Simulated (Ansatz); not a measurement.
**Cr(110) film, 5 layers, flat: channels in plane against thickness**

Wanted: in-plane conductance by layer count, from Cr(110) film, 5 layers, flat.

Program: Ansatz 0.2.0. Level of theory: Ansatz plane-wave DFT, PBE, PAW files; ballistic transport by layer matching (Landauer), zero bias; PAW set soft_1. Results are calculated unless marked as measured.

## Step 1: Set-up

The cell holds 10 atoms: 10 Cr. Its edges and angles: a = 19.157 Å, b = 2.884 Å, c = 4.078 Å, α = 90.0°, β = 90.0°, γ = 90.0°. It derives from Cr. Vacuum lies along a. The structure's axis is c.

## Step 2: With 5 layers

Vacuum lies along the first vector, which takes one k-point, and the current runs in the film's plane. One period is a perfect wire, so its channels are the result. Energies from -0.27 to 0.27 eV in steps of 0.036 eV cover the slope of the Fermi function at 300 K, so the program can form a conductance.

input.yaml

```yaml
crystal:
  lattice:
    - [19.1569009851, 0.0, 0.0]
    - [0.0, 2.8839, 0.0]
    - [0.0, 0.0, 4.0784504925]
  atoms:
    - { symbol: Cr, position: [0.2349022947, 0.0, 0.0] }
    - { symbol: Cr, position: [0.2349022947, 0.5, 0.5] }
    - { symbol: Cr, position: [0.3413508924, 0.5, 0.0] }
    - { symbol: Cr, position: [0.3413508924, 0.0, 0.5] }
    - { symbol: Cr, position: [0.4477994901, 0.0, 0.0] }
    - { symbol: Cr, position: [0.4477994901, 0.5, 0.5] }
    - { symbol: Cr, position: [0.5542480878, 0.5, 0.0] }
    - { symbol: Cr, position: [0.5542480878, 0.0, 0.5] }
    - { symbol: Cr, position: [0.6606966855, 0.0, 0.0] }
    - { symbol: Cr, position: [0.6606966855, 0.5, 0.5] }
kpoints:
  mp_grid: { grid: [1, 14, 10] }
hamiltonian:
  xc: pbe
  pseudopotentials: { kind: paw, azcp: { folder: soft_1 } }
scf:
  occupations: { method: fermi_dirac, width: 0.1 }
output:
  transmission:
    leads: [[0, 0]]
    kmesh: [1, 32]
    e_range: [-0.27, 0.27]
    de: 0.036
```

Command:

```sh
ansatz run input.yaml --threads 4 --pin off --max-ram 8192MiB --backend cpu --events-out ev --progress --plain --runs-dir out
```

Numbers of over 12 decimals in the logs are rounded to 6 here.

The log of the run:

```text
Engine: ansatz 0.2.0, aarch64-unknown-linux-gnu
Pseudopotentials: kind: paw
Pseudopotential: Cr, paw, valence charge 14, recommended cutoff 420 eV (normal), soft_1/Cr.paw.azcp
Functional definition: PBE
  parameter kappa = 0.804
  parameter beta = 0.066725
  exchange = pbe_x(kappa = kappa, mu = beta*pi^2/3)
  correlation = pbe_c(beta = beta)
Crystal: 10 atoms, lattice volume = 225.320 Å³
Basis set: ecut = 420 eV, 4397 PW (Γ)
Bands: 84, of which v1, the nominal top of the filled ones, is band 70 counted from 1 (69 counted from 0)
Symmetry: 16 space group operations
Space group: Cmmm (ITA 65), of the structure as read, at distance tolerance 6.1e-5 Å
k-points: 48 of 140
Non-local potential: Cr, projectors of the file, l = 0: 3, l = 1: 2, l = 2: 3, l = 3: 1
PAW form: soft (Blöchl's): semilocal exchange-correlation on the pseudo side does not see the compensation charge
PAW one-centre angular grid: Cr, 590 points (default); XC on 64 Gauss nodes
Initial density: superposition of atomic densities (neutral atoms: chi_scale 0, normalization atom)
Initial wavefunctions: pseudopotential atomic-orbital guess
Functional: x = pbe(κ = 0.804, μ = 0.219515), c = pbe(β = 0.066725)
SCF iter   1: F=—  HF=-33789.970413 eV  |F-HF|=—  |Δ(HF+E_count)|=         —  Δρ=1.78e-1  dr2=9.93e1  ethr=3.10e-3  ⟨swp⟩=8.5  Hψ=17639  notcnv=0
preconditioner: auto → LDOS  [metal: Δε(μ)=0.006 eV  Ē_g=3.984 eV  σ=0.100 eV  W_gap=0.02  n_scr=54 (ndim 8)  ℏωp=19.2 eV  f_vac=0.395  D(μ)=9.93/eV (n_scr^D=88)  β→1.0]
SCF iter   2: F=—  HF=-33825.092307 eV  |F-HF|=—  |Δ(HF+E_count)|=    3.51e1  Δρ=3.68e-1  dr2=4.66e2  ethr=3.10e-3  ⟨swp⟩=6.1  Hψ=33999  notcnv=0  defer=15  recentre
automatic band count: the SCF goes on with 98 bands, as 84 were too few: the levels above may hold too much charge
SCF iter   3: F=—  HF=-33773.415726 eV  |F-HF|=—  |Δ(HF+E_count)|=    5.17e1  Δρ=5.17e-2  dr2=9.53e0  ethr=3.10e-3  ⟨swp⟩=4.0  Hψ=14589  notcnv=0  defer=39
SCF iter   4: F=—  HF=-33772.577084 eV  |F-HF|=—  |Δ(HF+E_count)|=   8.39e-1  Δρ=1.32e-2  dr2=4.25e-1  ethr=3.10e-3  ⟨swp⟩=2.4  Hψ=7573  notcnv=0  defer=15
SCF iter   5: F=—  HF=-33772.485121 eV  |F-HF|=—  |Δ(HF+E_count)|=   9.20e-2  Δρ=2.56e-3  dr2=1.44e-2  ethr=3.04e-4  ⟨swp⟩=3.4  Hψ=10971  notcnv=0  defer=15
SCF iter   6: F=—  HF=-33772.490091 eV  |F-HF|=—  |Δ(HF+E_count)|=   4.97e-3  Δρ=2.03e-3  dr2=1.15e-2  ethr=1.03e-5  ⟨swp⟩=2.3  Hψ=6739  notcnv=0  defer=15
SCF iter   7: F=—  HF=-33772.489517 eV  |F-HF|=—  |Δ(HF+E_count)|=   5.74e-4  Δρ=6.00e-4  dr2=1.54e-3  ethr=8.20e-6  ⟨swp⟩=2.0  Hψ=5980  notcnv=0  defer=15
SCF iter   8: F=—  HF=-33772.489396 eV  |F-HF|=—  |Δ(HF+E_count)|=   1.21e-4  Δρ=2.90e-4  dr2=2.70e-4  ethr=1.10e-6  ⟨swp⟩=2.6  Hψ=6313  notcnv=0  defer=15
SCF iter   9: F=—  HF=-33772.489381 eV  |F-HF|=—  |Δ(HF+E_count)|=   1.53e-5  Δρ=1.01e-4  dr2=2.99e-5  ethr=1.93e-7  ⟨swp⟩=2.0  Hψ=6373  notcnv=0  defer=15
SCF iter  10: F=—  HF=-33772.489485 eV  |F-HF|=—  |Δ(HF+E_count)|=   1.04e-4  Δρ=4.38e-5  dr2=8.01e-6  ethr=2.14e-8  ⟨swp⟩=3.0  Hψ=7435  notcnv=0  defer=15
SCF iter  11: F=—  HF=-33772.489485 eV  |F-HF|=—  |Δ(HF+E_count)|=   5.35e-7  Δρ=8.09e-6  dr2=3.14e-7  ethr=5.72e-9  ⟨swp⟩=2.1  Hψ=6483  notcnv=0  defer=15
SCF iter  12: F=-33772.489485 eV  HF=-33772.489485 eV  |F-HF|=3.49e-10  |Δ(HF+E_count)|=   2.07e-8  Δρ=3.39e-6  dr2=2.37e-8  ethr=7.14e-11  ⟨swp⟩=7.3  Hψ=14712  notcnv=0
SCF 1 converged in 12 iterations: F = -33772.489485 eV  dr2 = 2.37e-8
  greatest PAW one-centre occupation: 1.000 electrons in one spin orbital (limit 2), on the Cr atom at site 7 (counted from 0), in its partial waves of l = 0
transmission: 12 of 102 steps passed
transmission: 24 of 102 steps passed
[...]
transmission: 102 of 102 steps passed
SCF converged after 12 iterations
Free energy (F): -33772.489485 eV
Harris-Foulkes:  -33772.489485 eV  (|F-HF|=3.49e-10)
Internal energy: -33772.114053 eV  (E = F + TS)
E sigma→0 (E₀):  -33772.301769 eV
Entropy (-TS):   -0.375432 eV (-37.543 meV/atom)
Fermi energy:    7.781226 eV
--- Per-component energies (eV) ---
  E_band       = -3056.048172
  E_kinetic    = 3014.230482
  E_local      = -119978.368345  (includes V_loc(G=0)·N_el)
  E_nonlocal   = 423.800133
  E_hartree    = 58825.726496
  E_xc         = -1153.287831
  E_vxc        = -1467.338609  (∫ρ·V_xc dr)
  E_paw        = -12186.539454  (= ΣΔE_a)
  E_vpaw       = -2699.803549  (= ΣTr[D̂ρ^β])
  E_aug_tail   = 0.008413  (compensation charges beyond the density's cutoff)
  E_ewald      = 37282.316055
  E_smearing   = -0.375432  (= −TS)
  E_closure    = 0.000000  (closes the sum)
  Σ components = -33772.489485   (vs F -33772.489485, Δ=0.00e0)
--- Band table (eV; the first three rows and the last of 48) ---
  k-point 0: bands = [... 66 lower, 7.5641, 7.7770, 7.8093, 8.2726, 8.2926, 8.3055, 8.4974, 8.6094, ... 24 higher]
  k-point 1: bands = [... 66 lower, 7.5815, 7.6341, 7.7506, 8.0346, 8.1550, 8.2854, 8.3444, 8.4233, ... 24 higher]
  k-point 2: bands = [... 66 lower, 7.3014, 7.4405, 7.6289, 7.6823, 7.9767, 8.1251, 8.1835, 8.1880, ... 24 higher]
  k-point 47: bands = [... 66 lower, 8.2433, 8.2433, 8.7347, 8.7347, 8.7564, 8.7564, 8.7817, 8.7817, ... 24 higher]
--- Transmission ---
  basis      : 481 plane waves across, 6 finite elements along
  points     : 17, standing for a mesh of 1 x 32
  filling    : by the input's occupations and mesh, since the crystals that have channels conduct as metals do. If one of these is a semiconductor, that mesh has misplaced its level
  energies   : 16 from -0.270000 to 0.270000 eV about the Fermi level, 0.036000 eV apart; the leads are filled to 0.000000 eV, and channels, transmission and decay are at 0.018000 eV
  crystal 0  : Cr10, at the sites [0, 0], period 4.0785 Å: whole cells are its period
    offset         : up to 0.0000 Å between an atom of the period and one for which it stands
    filled         : 13.0 meV under the level at which it is neutral
    channels       : 5.500000e0 a spin
    conductance    : 7.3267e14 S/m² at 300 K; may be off by some 0.1 % by where its bands' edges are placed, 8.5 % from the k-mesh, 0.8 % from the distance to neutral
```

Wall time 17 min (4 threads of Arm Neoverse V2, shared host); peak memory 3.1 GiB.

The column dr2 measures how far the density is from self-consistency, as an energy; F and HF (Harris–Foulkes) agree once it is small.

This run has no spin polarisation, although Cr can carry a moment.

Numbers from this step:

* free energy: -33772.4895 eV
* energy at zero smearing: -33772.3018 eV
* Fermi energy: 7.781 eV
* cell area: 55.25 Å²
* estimated errors of the lead's conductance: 0.1, 8.5, 0.8 % (band edges, k-mesh, distance from neutral)
* lead conductance per cell: 5.224 G₀

Per spin. Table of open channels, zone mean, lead by energy, zero at the Fermi level:

```
energy (eV)  open channels, zone mean, lead
     -0.270                            5.31
     -0.234                            5.12
     -0.198                            5.09
     -0.162                            5.09
     -0.126                            5.16
     -0.090                            4.91
     -0.054                            5.03
     -0.018                            5.09
      0.018                             5.5
      0.054                            5.28
      0.090                            5.34
      0.126                            5.41
      0.162                            5.84
      0.198                            6.47
      0.234                            6.66
      0.270                            7.22
```

The program's largest error estimate for it is 8.5 %, from the k-mesh.

## Step 3: With 6 layers, thickness 12.235 A

The film grows to 6 layers.

System of this step: Cr(110) film, 6 layers, flat. The cell holds 12 atoms: 12 Cr. Its edges and angles: a = 21.196 Å, b = 2.884 Å, c = 4.078 Å, α = 90.0°, β = 90.0°, γ = 90.0°. It derives from Cr. Vacuum lies along a. The structure's axis is c.

input.yaml, the sections that differ from step 2:

```yaml
crystal:
  lattice:
    - [21.1961262313, 0.0, 0.0]
    - [0.0, 2.8839, 0.0]
    - [0.0, 0.0, 4.0784504925]
  atoms:
    - { symbol: Cr, position: [0.212302944, 0.0, 0.0] }
    - { symbol: Cr, position: [0.212302944, 0.5, 0.5] }
    - { symbol: Cr, position: [0.3085103936, 0.5, 0.0] }
    - { symbol: Cr, position: [0.3085103936, 0.0, 0.5] }
    - { symbol: Cr, position: [0.4047178432, 0.0, 0.0] }
    - { symbol: Cr, position: [0.4047178432, 0.5, 0.5] }
    - { symbol: Cr, position: [0.5009252928, 0.5, 0.0] }
    - { symbol: Cr, position: [0.5009252928, 0.0, 0.5] }
    - { symbol: Cr, position: [0.5971327424, 0.0, 0.0] }
    - { symbol: Cr, position: [0.5971327424, 0.5, 0.5] }
    - { symbol: Cr, position: [0.693340192, 0.5, 0.0] }
    - { symbol: Cr, position: [0.693340192, 0.0, 0.5] }
# kpoints, hamiltonian, scf, output: as in step 2
```

The log of the run:

```text
[...]
Crystal: 12 atoms, lattice volume = 249.306 Å³
Basis set: ecut = 420 eV, 4879 PW (Γ)
Bands: 101, of which v1, the nominal top of the filled ones, is band 84 counted from 1 (83 counted from 0)
Symmetry: 16 space group operations
[...]
k-points: 48 of 140
[...]
k-point 47: bands = [... 80 lower, 9.6707, 9.6707, 9.6707, 9.6707, 9.7717, 9.7717, 9.7717, 9.7717, ... 30 higher]
--- Transmission ---
  basis      : 527 plane waves across, 6 finite elements along
  points     : 17, standing for a mesh of 1 x 32
[...]
crystal 0  : Cr12, at the sites [0, 0], period 4.0785 Å: whole cells are its period
[...]
filled         : 18.6 meV under the level at which it is neutral
    channels       : 6.031250e0 a spin
[...]
[key lines of the parts left out:]
SCF converged after 13 iterations
Free energy (F): -40527.987987 eV
Fermi energy:    8.822738 eV
```

The job ended after 26 min (4 threads; peak memory 3.9 GiB).

Numbers from this step:

* free energy: -40527.9880 eV
* energy at zero smearing: -40527.7825 eV
* Fermi energy: 8.823 eV
* cell area: 61.13 Å²
* estimated errors of the lead's conductance: 0, 8.8, 1.4 % (band edges, k-mesh, distance from neutral)
* lead conductance per cell: 5.850 G₀

Per spin. The open channels, zone mean, lead by energy, zero at the Fermi level:

```
energy (eV)  open channels, zone mean, lead
     -0.270                            5.75
     -0.234                            5.78
     -0.198                            5.59
     -0.162                            5.53
     -0.126                            5.72
     -0.090                            5.84
     -0.054                            5.47
     -0.018                            5.72
      0.018                            6.03
      0.054                            5.91
      0.090                            6.09
      0.126                            6.53
      0.162                            6.97
      0.198                            7.19
      0.234                            7.31
      0.270                            7.84
```

The lead conductance per cell is 5.85 G₀, 12 % over the 5.22 G₀ of the last finished run, no more than the error estimates, leads' steps apart, of 8.5 and 8.8 % together.

## Step 4: With 7 layers, thickness 14.275 A

The film grows to 7 layers.

System of this step: Cr(110) film, 7 layers, flat. The cell holds 14 atoms: 14 Cr. Cell: a = 23.235 Å, b = 2.884 Å, c = 4.078 Å, α = 90.0°, β = 90.0°, γ = 90.0°. It derives from Cr. Vacuum lies along a. The structure's axis is c.

input.yaml, the sections that differ from step 3:

```yaml
crystal:
  lattice:
    - [23.2353514776, 0.0, 0.0]
    - [0.0, 2.8839, 0.0]
    - [0.0, 0.0, 4.0784504925]
  atoms:
    - { symbol: Cr, position: [0.193670408, 0.0, 0.0] }
    - { symbol: Cr, position: [0.193670408, 0.5, 0.5] }
    - { symbol: Cr, position: [0.2814343158, 0.5, 0.0] }
    - { symbol: Cr, position: [0.2814343158, 0.0, 0.5] }
    - { symbol: Cr, position: [0.3691982237, 0.0, 0.0] }
    - { symbol: Cr, position: [0.3691982237, 0.5, 0.5] }
    - { symbol: Cr, position: [0.4569621316, 0.5, 0.0] }
    - { symbol: Cr, position: [0.4569621316, 0.0, 0.5] }
    - { symbol: Cr, position: [0.5447260394, 0.0, 0.0] }
    - { symbol: Cr, position: [0.5447260394, 0.5, 0.5] }
    - { symbol: Cr, position: [0.6324899473, 0.5, 0.0] }
    - { symbol: Cr, position: [0.6324899473, 0.0, 0.5] }
    - { symbol: Cr, position: [0.7202538552, 0.0, 0.0] }
    - { symbol: Cr, position: [0.7202538552, 0.5, 0.5] }
# kpoints, hamiltonian, scf, output: as in step 3
```

The log of the run:

```text
[...]
Crystal: 14 atoms, lattice volume = 273.291 Å³
Basis set: ecut = 420 eV, 5333 PW (Γ)
Bands: 118, of which v1, the nominal top of the filled ones, is band 98 counted from 1 (97 counted from 0)
Symmetry: 16 space group operations
[...]
k-points: 48 of 140
[...]
k-point 47: bands = [... 94 lower, 10.3743, 10.3743, 10.6058, 10.6058, 10.6266, 10.6266, 10.6969, 10.6969, ... 36 higher]
--- Transmission ---
  basis      : 577 plane waves across, 6 finite elements along
  points     : 17, standing for a mesh of 1 x 32
[...]
crystal 0  : Cr14, at the sites [0, 0], period 4.0785 Å: whole cells are its period
[...]
filled         : 15.9 meV under the level at which it is neutral
    channels       : 6.968750e0 a spin
[...]
[key lines of the parts left out:]
SCF converged after 12 iterations
Free energy (F): -47283.461822 eV
Fermi energy:    9.679850 eV
```

Run time: 39 min. Hardware: 4 threads; peak memory 4.7 GiB.

This step gave:

* free energy: -47283.4618 eV
* energy at zero smearing: -47283.2316 eV
* Fermi energy: 9.680 eV
* cell area: 67.01 Å²
* estimated errors of the lead's conductance: 0, 9.7, 1.1 % (band edges, k-mesh, distance from neutral)
* lead conductance per cell: 6.798 G₀

Per spin. Table of open channels, zone mean, lead by energy, zero at the Fermi level:

```
energy (eV)  open channels, zone mean, lead
     -0.270                            6.59
     -0.234                            6.34
     -0.198                            6.34
     -0.162                            6.09
     -0.126                            6.34
     -0.090                            6.28
     -0.054                            6.16
     -0.018                            6.78
      0.018                            6.97
      0.054                            6.84
      0.090                            7.16
      0.126                            7.47
      0.162                            7.47
      0.198                            7.81
      0.234                            8.12
      0.270                            9.12
```

The lead conductance per cell is 6.80 G₀, 16 % over the 5.85 G₀ of the last finished run, no more than the error estimates, leads' steps apart, of 8.8 and 9.7 % together.

## Step 5: The ladder

Times are for 4 threads of Arm Neoverse V2, shared host. The series side by side:

```
no.  layers  lead conductance per cell (G₀)    time  memory (GiB)
  1       5                           5.224  17 min           3.1
  2       6                           5.850  26 min           3.9
  3       7                           6.798  39 min           4.7
```

The runs together. Table of open channels, zone mean by energy, zero at the Fermi level:

```
energy (eV)     5     6     7
     -0.270  5.31  5.75  6.59
     -0.234  5.12  5.78  6.34
     -0.198  5.09  5.59  6.34
     -0.162  5.09  5.53  6.09
     -0.126  5.16  5.72  6.34
     -0.090  4.91  5.84  6.28
     -0.054  5.03  5.47  6.16
     -0.018  5.09  5.72  6.78
      0.018   5.5  6.03  6.97
      0.054  5.28  5.91  6.84
      0.090  5.34  6.09  7.16
      0.126  5.41  6.53  7.47
      0.162  5.84  6.97  7.47
      0.198  6.47  7.19  7.81
      0.234  6.66  7.31  8.12
      0.270  7.22  7.84  9.12
```

## Step 6: Results

```
conductance per cell, 5 layers : 5.22 G₀
conductance per cell, 6 layers : 5.85 G₀
conductance per cell, 7 layers : 6.80 G₀
```

**Reading.** The conductance per cell width goes from 5.22 G0 at 5 to 6.80 G0 at 7 layers. Over the film's own cross-section (layers × spacing × width) the conductance runs from 1.4 to 1.3×10¹⁵ S/m²; that nominal section leaves out the charge that spills into the vacuum, which flatters the thinnest films. The gains from one thickness to the next are 0.63 and 0.95 G0 per added layer; their spread isn't beyond the error estimates. The film repeats perfectly along the current, so nothing scatters; its faces are clean and not relaxed. The runs have no spin polarisation, although Cr can order magnetically, which would change the channels. The program's error estimate for the conductance, leads' steps apart, is near 9.7 %.

[Logs are printed without paths, hosts, clocks, repeated set-up lines and the standing remarks that a program may print on its own settings, such as how far it seeks lower states.]

[Hosts, paths, dates, database ids (printed as entryN), source tags and the programs' standing remarks are cut or masked in the printed files.]
